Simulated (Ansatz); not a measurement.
# CdPbS3 (model cell, started as cubic perovskite with Pb in the octahedra): from the cell to its phonons, part 2 of 2

Aim: the vibrations of CdPbS3 (model cell, started as cubic perovskite with Pb in the octahedra), their spectra, and whether the structure is stable.

Ansatz 0.2.0; DFT r2SCAN, scalar-relativistic, plane waves, PAW; PAW set soft_1.

So far: The structure; Bringing the structure to rest. The relaxed cell has a = 5.114 Å (conventional setting).

The structure was built from a prototype and need not be the compound's stable phase.

**3. Relaxing to small forces for the phonons**

Phonons need a cell at rest on their own settings, so the relaxation is repeated with tight tolerances on forces and stress on the k mesh and occupations of the first response run.

input.yaml reads:

```yaml
crystal:
  lattice:
    - [5.1143418402, 0.0, 0.0]
    - [0.0, 5.1143418402, 0.0]
    - [0.0, 0.0, 5.1143418402]
  atoms:
    - { symbol: Cd, position: [0.0, 0.0, 0.0] }
    - { symbol: Pb, position: [0.5, 0.5, 0.5] }
    - { symbol: S, position: [0.5, 0.5, 0.0] }
    - { symbol: S, position: [0.5, 0.0, 0.5] }
    - { symbol: S, position: [0.0, 0.5, 0.5] }
kpoints:
  mp_grid: { grid: [8, 8, 8] }
hamiltonian:
  xc: r2scan
  pseudopotentials: { kind: paw, azcp: { folder: soft_1 } }
scf:
  occupations: { method: methfessel_paxton, width: 0.2 }
output:
  forces: true
  stress: true
  eigenvalues: true
  write_density: true
  write_potential: true
  elf: true
  volumetric_format: npy
relax:
  adjacent_minimum: "off"
  f_tol: 0.001
  max_steps: 60
  cell: { stress_tol: 0.01 }
```

On the command line:

```sh
$ ansatz run input.yaml --threads 4 --pin off --max-ram 16384MiB --backend cpu --events-out ev --progress --plain --runs-dir out
```

Numbers of over 12 decimals in the logs are rounded to 6 here.

The program printed:

```text
[...]
Crystal: 5 atoms, lattice volume = 133.773 Å³
Basis set: ecut = 500 eV, 3407 PW (Γ), exchange–correlation on 160×160×160 points (64 copies of the dense FFT grid, shifted against one another)
Bands: 32, of which v1, the nominal top of the filled ones, is band 26 counted from 1 (25 counted from 0)
Symmetry: 48 space group operations
[...]
k-points: 35 of 512
[...]
--- Relaxed structure (2 steps of the walk, 2 accepted, 1 SCFs on fresh bases) ---
[...]
cell:  # Å, volume = 133.6414 Å³
    - [5.112662, 0, 0.0]
    - [0, 5.112662, 0]
    - [0, 0, 5.112662]
  atoms:
    - { symbol: Cd, position: [0, 0, 0] }
    - { symbol: Pb, position: [0.5, 0.5, 0.5] }
    - { symbol: S, position: [0.5, 0.5, 0] }
    - { symbol: S, position: [0.5, 0, 0.5] }
    - { symbol: S, position: [0, 0.5, 0.5] }
[key lines of the parts left out:]
SCF converged after 6 iterations
Free energy (F): -22906.429491 eV
Fermi energy:    5.711210 eV
P = ⅓ Tr σ = 0.0011 GPa (0.011 kbar)
```

Run time: 19 s. Hardware: 4 threads of Arm Neoverse V1, shared host; peak memory 0.8 GiB.

Little changed from the start: no atom moved by 0.005 Å and no cell edge by 0.1 %.

Numbers from this step:

```
pressure        : 0.001133 GPa
volume per atom : 26.73 Å³
```

ELF in the ac plane at fractional y = 0.500, with atoms of Pb and S within 0.2 Å of it. It is the smooth field of the valence electrons, not physical close to the nuclei.

Ten even steps from '_' (0.01) to '@' (0.86), each cell a mean:
```
____::**@@@@--..##@@%%==____
..____--##@@%%%%@@%%**..____
++--....--**######++::__..==
@@##==....----==--::..::**%%
@@@@##--::--==------::++%%@@
++%%%%++--==::..------##@@##
__==%%++----____..--==##%%..
..**@@++----____::==--##%%--
@@@@%%==::==----==----**@@@@
@@@@**::..::------::..--##@@
##++::__::==++++++--....--**
::..__::**%%@@%%%%##==..__::
____..++@@@@**==%%@@##--____
____::##@@@@..__++@@@@++..__
```
Columns run along a (5.1 Å), rows up along c (5.1 Å). Atoms in or near the plane, at fractional coordinates: Pb at (0.50, 0.50), S at (0.50, 0.00), S at (0.00, 0.50).

Valence density in the ac plane at fractional y = 0.500, with atoms of Pb and S within 0.2 Å of it. It is the smooth field of the valence electrons, not physical close to the nuclei.

Values in e/Å³, 14 rows by 14 columns, each cell a mean:
```
0.0 0.0 0.0 0.1 0.4 1.0 0.9 0.6 1.0 0.7 0.3 0.1 0.0 0.0
0.0 0.0 0.0 0.1 0.3 0.6 1.0 1.0 0.8 0.5 0.2 0.1 0.0 0.0
0.1 0.1 0.1 0.1 0.2 0.3 0.6 0.6 0.5 0.2 0.1 0.1 0.1 0.1
0.3 0.2 0.1 0.1 0.1 0.3 0.5 0.5 0.4 0.2 0.1 0.1 0.2 0.3
0.8 0.6 0.3 0.2 0.3 0.6 1.4 1.6 1.0 0.4 0.2 0.2 0.5 0.7
1.0 1.0 0.7 0.4 0.5 1.7 4.0 4.7 2.9 1.0 0.4 0.5 0.8 1.0
0.3 0.9 0.8 0.5 0.8 2.9 6.4 7.8 4.7 1.6 0.5 0.6 1.0 0.6
0.7 1.0 0.8 0.4 0.7 2.4 5.3 6.4 4.0 1.4 0.5 0.6 1.0 0.9
1.0 0.8 0.5 0.3 0.4 1.0 2.4 2.9 1.7 0.6 0.3 0.3 0.6 1.0
0.5 0.4 0.2 0.1 0.2 0.4 0.7 0.8 0.5 0.3 0.1 0.2 0.3 0.4
0.2 0.1 0.1 0.1 0.1 0.3 0.4 0.5 0.4 0.2 0.1 0.1 0.1 0.1
0.1 0.0 0.1 0.1 0.2 0.5 0.8 0.8 0.7 0.3 0.1 0.1 0.0 0.0
0.0 0.0 0.0 0.1 0.4 0.8 1.0 0.9 1.0 0.6 0.2 0.1 0.0 0.0
0.0 0.0 0.1 0.2 0.5 1.0 0.7 0.3 1.0 0.8 0.3 0.1 0.0 0.0
```
Columns run along a (5.1 Å), rows up along c (5.1 Å). Atoms in or near the plane, at fractional coordinates: Pb at (0.50, 0.50), S at (0.50, 0.00), S at (0.00, 0.50).

Electrostatic potential energy in the ac plane at fractional y = 0.500, with atoms of Pb and S within 0.2 Å of it. With pseudopotentials it is smooth inside the atoms' cores, unlike the true potential.

Ten even steps from '0' (-35 eV) to '9' (11 eV), each cell a mean:
```
99998300069999
99999631489999
99999877899999
99999876789999
57898521368986
01686100037840
20474011016710
00575001027730
24787300158863
88998754689998
99999877899999
99999754689999
99998400179999
99998202059999
```
Columns run along a (5.1 Å; values clipped at the 3rd and 97th percentile), rows up along c (5.1 Å). Atoms in or near the plane, at fractional coordinates: Pb at (0.50, 0.50), S at (0.50, 0.00), S at (0.00, 0.50).

The forces vanish by symmetry and the pressure is 0.001 GPa, within the tolerances set. The cell now holds 26.73 Å³/atom.

**4. Zone-centre response**

The zone centre comes first: it holds the modes that light can see, as far as symmetry allows. No field response is asked, since the mesh shows no gap.

input.yaml, the sections that differ from step 3:

```yaml
crystal:
  lattice:
    - [5.1126616353, 0.0, 0.0]
    - [0.0, 5.1126616353, 0.0]
    - [0.0, 0.0, 5.1126616353]
  atoms:
    - { symbol: Cd, position: [0.0, 0.0, 0.0] }
    - { symbol: Pb, position: [0.5, 0.5, 0.5] }
    - { symbol: S, position: [0.5, 0.5, 0.0] }
    - { symbol: S, position: [0.5, 0.0, 0.5] }
    - { symbol: S, position: [0.0, 0.5, 0.5] }
output:
  eigenvalues: true
phonons:
  method: dfpt
# kpoints, hamiltonian, scf: as in step 3
# relax: removed
```

The program printed:

```text
[...]
Crystal: 5 atoms, lattice volume = 133.641 Å³
Basis set: ecut = 500 eV, 3407 PW (Γ), exchange–correlation on 200×200×200 points (125 copies of the dense FFT grid, shifted against one another)
Bands: 32, of which v1, the nominal top of the filled ones, is band 26 counted from 1 (25 counted from 0)
Symmetry: 48 space group operations
k-points: 170 of 512 (irreducible under 2 space group operations, time reversal used)
[...]
SCF iter   1: F=—  HF=-22907.274343 eV  |F-HF|=—  |Δ(HF+E_count)|=         —  Δρ=4.40e-2  dr2=3.33e0  dr2_τ=1.67e-2  ethr=3.10e-3  ⟨swp⟩=7.8  Hψ=25770  notcnv=0
[...]
SCF iter  13: F=-22906.429496 eV  HF=-22906.429496 eV  |F-HF|=3.64e-12  |Δ(HF+E_count)|=  1.09e-11  S|Δr|=    0.00e0  Δρ=6.01e-8  dr2=5.94e-12  dr2_τ=3.06e-13  ethr=1.00e-12  ⟨swp⟩=13.6  Hψ=35399  notcnv=0
SCF 1 converged in 13 iterations: F = -22906.429496 eV  dr2 = 5.94e-12
[...]
DFPT response loops at Γ: preconditioner auto → Kerker (q_TF=auto, 2.331 Å⁻¹) (partly filled bands, converged f_vac=0.008); β = 1.00, the filter's whole step (`scf.mixing.beta` (0.50) is not read by the response loops under this deck's `scf.mixing.preconditioner`; to damp them name `kerker` or `kerker_dos`, under which they read `scf.mixing.beta`, and type it under 1.00, their step now; both keys bind the ground state too); Broyden in place of MSR1
SCF converged after 13 iterations
[...]
Free energy (F): -22906.429496 eV
[...]
Internal energy: -22906.435358 eV  (E = F + TS)
E sigma→0 (E₀):  -22906.430961 eV
Entropy (-TS):   0.005862 eV (1.172 meV/atom)
Fermi energy:    5.711209 eV
[...]
--- Band table (eV; the first three rows and the last of 170) ---
  k-point 0: bands = [... 22 lower, 4.8863, 4.8863, 4.9282, 4.9282, 4.9282, 4.9473, 12.6068, 12.6068, ... 2 higher]
  k-point 1: bands = [... 22 lower, 4.8268, 4.8268, 4.8865, 4.9296, 4.9296, 5.7354, 11.7528, 12.1958, ... 2 higher]
  k-point 2: bands = [... 22 lower, 4.6436, 4.6436, 4.7898, 4.9706, 4.9706, 6.5877, 10.7716, 11.7754, ... 2 higher]
  k-point 169: bands = [... 22 lower, 5.3421, 5.3421, 5.9945, 5.9945, 5.9945, 9.5207, 9.5207, 9.5207, ... 2 higher]
--- Phonons (Γ-DFPT): 4 representative perturbations + reference, on 170 of 512 k-points (Σ response iterations 32) ---
  k mesh reduced under 2 symmetry operations, with k and −k counted as one. Each operation leaves every solved perturbation unchanged. A smaller set is not considered because the functional reads the kinetic-energy density
  ASR residual: 7.081e-4 → 0.000e0 eV/Å²; symmetrization residual: 2.630e-5 eV/Å²
  ASR residual per site (eV/Å²): 1.86e-5 5.76e-5 7.08e-4 7.08e-4 7.08e-4
  Γ frequencies (cm⁻¹): -192.13 -192.13 -192.13 -131.72 -131.72 -131.72 -8.89 -8.89 -8.89 0.00 0.00 0.00 343.61 343.61 343.61
  non-analytic LO–TO correction: not included (Born effective charges unavailable; polar crystals: no LO–TO splitting at Γ)
```

It took 7.5 min on 4 threads; peak memory 4.1 GiB.

The column dr2 measures how far the density is from self-consistency, as an energy; F and HF (Harris–Foulkes) agree once it is small.

This step gave:

- sum-rule residual before enforcement: 7.08e-4 eV/Å²
- point group: m-3m
- highest optical mode at the zone centre (no LO-TO term): 343.6 cm⁻¹
- lowest optical zone-centre mode: -192.1 cm⁻¹

Patterns of degenerate modes are one choice out of their space. The modes at Γ (shares of kinetic energy by element, %) (negative means imaginary):

```csv
mode,frequency (cm⁻¹),symmetry,Cd %,Pb %,S %
1,-192.1,T2u,0,0,100
2,-192.1,T2u,0,0,100
3,-192.1,T2u,0,0,100
4,-131.7,T1u,31,1,68
5,-131.7,T1u,31,1,68
6,-131.7,T1u,31,1,68
7,-8.9,T1u,42,42,17
8,-8.9,T1u,42,42,17
9,-8.9,T1u,42,42,17
10,0.0,acoustic,27,50,23
11,0.0,acoustic,27,50,23
12,0.0,acoustic,27,50,23
13,343.6,T1u,0,8,92
14,343.6,T1u,0,8,92
15,343.6,T1u,0,8,92
```

Displacements in mode 3 (-192.1 cm⁻¹), the largest set to 1:
```
Cd1  0.00  0.00  0.00
Pb2  0.00  0.00  0.00
S3   0.05 -0.36  0.00
S4  -0.05  0.00  1.00
S5   0.00  0.36 -1.00
```

Displacements in mode 5 (-131.7 cm⁻¹), the largest set to 1:
```
Cd1  0.04 -0.52 -0.41
Pb2  0.00 -0.06 -0.05
S3  -0.08  1.00  0.14
S4  -0.08  0.18  0.80
S5  -0.01  1.00  0.80
```

Before it was imposed, the acoustic sum rule was missed by 7.1e-4 eV/Å². Small misses are needed for a sound result but don't prove that mesh and cutoff are converged. The lowest optical mode is imaginary, 192.1i cm⁻¹, so the energy falls along it.

**5. The dispersion**

Stability and thermal properties need the whole zone. Linear response on a 2×2×2 q mesh gives force constants as far as a supercell of that size would.

input.yaml, as its differences from that of step 4:

```diff
@@ -22 +22,8 @@
   method: dfpt
+  qmesh: [2, 2, 2]
+  temperatures: { t_max: 1000, t_step: 50 }
+  qpath:
+    path:
+      - [[0.0, 0.0, 0.0], [0.0, 0.5, 0.0], [0.5, 0.5, 0.0], [0.0, 0.0, 0.0], [0.5, 0.5, 0.5], [0.0, 0.5, 0.0]]
+      - [[0.5, 0.5, 0.5], [0.5, 0.5, 0.0]]
+    npoints: 10
```

The program printed:

```text
[...]
Crystal: 5 atoms, lattice volume = 133.641 Å³
Basis set: ecut = 500 eV, 3407 PW (Γ), exchange–correlation on 200×200×200 points (125 copies of the dense FFT grid, shifted against one another)
Bands: 32, of which v1, the nominal top of the filled ones, is band 26 counted from 1 (25 counted from 0)
Symmetry: 48 space group operations
k-points: 170 of 512 (irreducible under 2 space group operations, time reversal used)
[...]
SCF iter   1: F=—  HF=-22907.274343 eV  |F-HF|=—  |Δ(HF+E_count)|=         —  Δρ=4.40e-2  dr2=3.33e0  dr2_τ=1.67e-2  ethr=3.10e-3  ⟨swp⟩=7.8  Hψ=25770  notcnv=0
[...]
SCF iter  13: F=-22906.429496 eV  HF=-22906.429496 eV  |F-HF|=3.64e-12  |Δ(HF+E_count)|=  1.09e-11  S|Δr|=    0.00e0  Δρ=6.01e-8  dr2=5.94e-12  dr2_τ=3.06e-13  ethr=1.00e-12  ⟨swp⟩=13.6  Hψ=35399  notcnv=0
SCF 1 converged in 13 iterations: F = -22906.429496 eV  dr2 = 5.94e-12
[...]
Basis set: ecut = 500 eV, 3407 PW (Γ), exchange–correlation on 160×160×160 points (64 copies of the dense FFT grid, shifted against one another)
k-points: 35 of 512
[...]
SCF iter   4: F=-22906.429491 eV  HF=-22906.429491 eV  |F-HF|=0.00e0  |Δ(HF+E_count)|=  3.64e-12  S|Δr|=    0.00e0  Δρ=5.27e-8  dr2=3.04e-12  dr2_τ=4.14e-13  ethr=1.00e-12  ⟨swp⟩=5.1  Hψ=4068  notcnv=0
SCF 2 converged in 4 iterations: F = -22906.429491 eV  dr2 = 3.04e-12
phonons: the bands overlap, so this run is a metal and interpolates without the dipole-dipole term. If the crystal is really an insulator or semiconductor, its LO-TO splitting is missing
[...]
NSCF: frozen V_eff on 35 k-points
WARN: eigensolver did not converge (k=16): 1 band(s) unlocked after 2 eigensolves, warm-restarted (20 sweeps on the last) at ethr=1.97e-12 eV (storage-precision floor; scheduled 1.00e-12 eV) (lowest unlocked band 31, counted from 0; max residual 3.74e-5 eV among the unlocked bands, 3.74e-5 eV over every band; other slots of this pass that fall short are told together in one closing line; warning suppressed until the next SCF loop or pass starts)
[...]
SCF converged after 13 iterations
[...]
Free energy (F): -22906.429496 eV
[...]
Internal energy: -22906.435358 eV  (E = F + TS)
E sigma→0 (E₀):  -22906.430961 eV
Entropy (-TS):   0.005862 eV (1.172 meV/atom)
Fermi energy:    5.711209 eV
[...]
--- Band table (eV; the first three rows and the last of 170) ---
  k-point 0: bands = [... 22 lower, 4.8863, 4.8863, 4.9282, 4.9282, 4.9282, 4.9473, 12.6068, 12.6068, ... 2 higher]
  k-point 1: bands = [... 22 lower, 4.8268, 4.8268, 4.8865, 4.9296, 4.9296, 5.7354, 11.7528, 12.1958, ... 2 higher]
  k-point 2: bands = [... 22 lower, 4.6436, 4.6436, 4.7898, 4.9706, 4.9706, 6.5877, 10.7716, 11.7754, ... 2 higher]
  k-point 169: bands = [... 22 lower, 5.3421, 5.3421, 5.9945, 5.9945, 5.9945, 9.5207, 9.5207, 9.5207, ... 2 higher]
[...]
ASR residual: 7.081e-4 → 0.000e0 eV/Å²; symmetrization residual: 2.630e-5 eV/Å²
  ASR residual per site (eV/Å²): 1.86e-5 5.76e-5 7.08e-4 7.08e-4 7.08e-4
[...]
--- Phonons (arbitrary-q DFPT): 4 irreducible q on the 2×2×2 mesh ---
  q = [0.0000, 0.0000, 0.0000] (star 1, of the zone-centre solve; hermiticity 4.21e-6, symmetrization 1.83e-7): -192.13 -192.13 -192.13 -131.72 -131.72 -131.72 -8.89 -8.89 -8.89 0.00 0.00 0.00 343.61 343.61 343.61
  q = [0.0000, 0.0000, -0.5000] (star 3, 9 solved perturbations in 975 linear systems a pass and spin channel, the states on 125 of 512 k-point pairs; hermiticity 4.92e-6, symmetrization 2.19e-12): -201.78 -157.48 -141.33 -141.33 -134.66 -134.66 -60.24 -46.82 -46.82 27.55 27.55 125.42 303.66 345.57 345.57
[...]
sum rule: each row above includes the acoustic sum rule's correction from the zone centre's row sums; it moved no ω² by more than (2.45 cm⁻¹)²
  mesh force constants: q→R imaginary residual 4.49e-18; ASR residual 7.081e-4 → 0.000e0 eV/Å²; symmetrization residual 1.954e-14 eV/Å²
  interpolated dispersion: 62 rows × 15 modes
  density of states and harmonic sums: on the 12×12×12 q-mesh, interpolated from the force constants of a 2×2×2 supercell (no non-analytic term)
  largest difference from the sums on the solved wave vectors: F 1.38e-1 eV, S 1.89e-4 and C_V 5.22e-5 eV/K
  zero-point energy: 0.077723 eV/cell   skipped modes (ω ≤ 0): 700, of them read as no rigid motion or as one in doubt: 697 (8.405e0 modes/cell left out, lowest -201.78 cm⁻¹)   left out of the sums: 5.60e-1 of the cell's modes: C_V's classical limit lies that fraction below 3 k_B per atom; for a crystal, a wire or a layer, F and S can be off by more, and a phonons.interpolated_qmesh denser along its periods is the remedy for the sampling
```

Run time: 34 min. Hardware: 4 threads; peak memory 4.1 GiB; 2.2 h of CPU time.

Numbers from this step:

```
lowest frequency on the path                            : -201.8 cm⁻¹
highest frequency on the path or at a solved wavevector : 360.6 cm⁻¹
lowest mode on the q mesh (acoustic modes at Γ apart)   : -201.8 cm⁻¹
```

Frequencies (cm⁻¹) solved at each irreducible wavevector; negative means imaginary. Frequencies by wavevector, by row:

```csv
q in reciprocal lattice units,star,mode 1,mode 2,mode 3,mode 4,mode 13,mode 14,mode 15
0 0 0,1,-192.1,-192.1,-192.1,-131.7,343.6,343.6,343.6
0 0 -0.5,3,-201.8,-157.5,-141.3,-141.3,303.7,345.6,345.6
0 -0.5 -0.5,3,-192.2,-168.1,-168.1,-127.1,286.5,328.4,346
-0.5 -0.5 -0.5,1,-195,-195,-195,-113.9,287.1,287.1,360.6
```

Interpolated from a 2×2×2 q mesh. The phonon branches at the labelled points (cm⁻¹):

```csv
point,branch 1,branch 2,branch 3,branch 4,branch 12,branch 13,branch 14,branch 15
Γ,-192,-192,-192,-132,0,344,344,344
halfway,-197,-173,-173,-143,84,325,345,345
X,-202,-158,-141,-141,125,304,346,346
halfway,-194,-170,-153,-135,125,299,335,346
M,-192,-168,-168,-127,125,286,328,346
halfway,-191,-172,-159,-155,88,318,336,345
Γ,-192,-192,-192,-132,0,344,344,344
halfway,-188,-171,-171,-139,91,318,318,349
R,-195,-195,-195,-114,127,287,287,361
halfway,-192,-180,-170,-129,126,297,318,351
X,-202,-158,-141,-141,125,304,346,346
jump to R,-195,-195,-195,-114,127,287,287,361
halfway,-194,-184,-184,-119,126,287,308,355
M,-192,-168,-168,-127,125,286,328,346
```

The phonon density of states has structure finer than the step of the table below, so its rows give means over 20 cm⁻¹, whole bins alone (the curve runs from -202 to 362 cm⁻¹). Peaks (cm⁻¹: height): -192.5: 0.165, -167.5: 0.0952, -127.5: 0.115, -57.5: 0.0641, -37.5: 0.0700, 122.5: 0.0912, 347.5: 0.132.

Tetrahedra on a 12×12×12 mesh, mean over bins of 5 cm-1. Interpolated from a 2×2×2 q mesh. Table of phonon density of states by wavenumber; means over each step:

```csv
wavenumber (cm⁻¹),phonon density of states (1/cm⁻¹/cell)
-180,0.0606
-160,0.0488
-140,0.0618
-120,0.0578
-100,0.0294
-80,0.00172
-60,0.0374
-40,0.0530
-20,0.0252
0,0.00847
20,0.0152
40,0.0359
60,0.0296
80,0.0234
100,0.0268
120,0.0434
140,9.9e-4
160,0
180,0
200,0
220,0
240,0
260,0
280,0.00471
300,0.0349
320,0.0318
340,0.0611
```

The partial phonon density of states has structure finer than the step of the table below, so its rows give means over 20 cm⁻¹, whole bins alone (the curve runs from -212 to 381 cm⁻¹). Peaks (cm⁻¹: height): Cd -129.6: 0.0202, -58.8: 0.0455, -36.5: 0.0534, 30.6: 0.00855; Pb 41.7: 0.0337, 67.8: 0.0398, 93.9: 0.0442, 123.7: 0.0527; S -193.0: 0.0909, -170.6: 0.0834, -129.6: 0.0809, -36.5: 0.0135, 347.2: 0.0817.

Phonopy on the run's constants, 11x11x11 mesh, Gaussian sigma 4.2 cm-1. Interpolated from a 2×2×2 q mesh. Table of partial phonon density of states by wavenumber; means over each step; values in 1/cm⁻¹/cell:

```csv
wavenumber (cm⁻¹),Cd,Pb,S
-200,1.7e-5,7.5e-7,0.0380
-180,9.9e-4,6.4e-5,0.0620
-160,0.00219,1.3e-4,0.0472
-140,0.00986,1.7e-4,0.0513
-120,0.0141,1.7e-4,0.0434
-100,0.00573,1.5e-4,0.0223
-80,0.00182,1.3e-5,0.00206
-60,0.0340,1.4e-4,0.00376
-40,0.0434,1.4e-4,0.0103
-20,0.0179,9.0e-5,0.00602
0,0.00213,7.7e-4,9.6e-4
20,0.00660,0.00765,0.00372
40,0.00584,0.0261,0.00591
60,0.00433,0.0191,0.00547
80,9.7e-4,0.0164,0.00216
100,9.5e-5,0.0263,0.00118
120,9.0e-5,0.0429,7.2e-4
140,4.4e-6,0.00303,2.5e-5
160,0,0,0
180,0,0,0
200,0,0,0
220,0,0,0
240,0,0,0
260,0,0,2.5e-7
280,0,5.7e-5,0.00573
300,6.5e-6,7.7e-4,0.0330
320,9.2e-7,0.00142,0.0302
340,0,0.00350,0.0571
360,0,7.0e-4,0.0175
```

Symmetry leaves 4 wavevectors to solve. The lowest mode among them, the acoustic zeros apart, lies at q = (0, 0, -0.5) and is imaginary, 201.8i cm⁻¹, so the energy falls along it.

**6. Results**

```yaml
space_group_after_relaxation_within_0p01_a: Pm-3m
volume_per_atom: 26.7 Å³
electronic_character: no gap on this mesh
highest_optical_mode_at_the_zone_centre_no_lo_to_term: 344 cm⁻¹
lowest_optical_zone_centre_mode: -192 cm⁻¹
lowest_mode_on_the_q_mesh_acoustic_modes_at_gamma_apart: -202 cm⁻¹
highest_frequency_on_the_path_or_at_a_solved_wavevector: 361 cm⁻¹
imaginary_modes_on_the_2x2x2_q_mesh: yes
```

Modes are clearly imaginary (beyond 10i cm⁻¹) at 4 of the 4 irreducible wavevectors, most at q = (0, 0, -0.5) (201.8i cm⁻¹), so this structure is not a minimum of the energy. The optical modes at Γ span -192 to 344 cm⁻¹ (negative means imaginary). The highest mode in this list at Γ, 343.6 cm⁻¹, is mostly motion of S (92 % of the kinetic energy). With no gap, or one that is small against the smearing, the frequencies hang on the k mesh and the smearing, most of all near Kohn anomalies. Spin-orbit coupling is left out, which can matter for the heavy elements here. A phonon run warned that its eigensolver left some bands unconverged in a pass. The starting cell was built on a prototype and not taken from a measurement, so the phase need not exist. These are harmonic frequencies at zero temperature: anharmonic shifts, linewidths and thermal expansion are left out.

[Logs are printed without paths, hosts, clocks, repeated set-up lines and the standing remarks that a program may print on its own settings, such as how far it seeks lower states.]

[Hosts, paths, dates, database ids (printed as entryN), source tags and the programs' standing remarks are cut or masked in the printed files.]
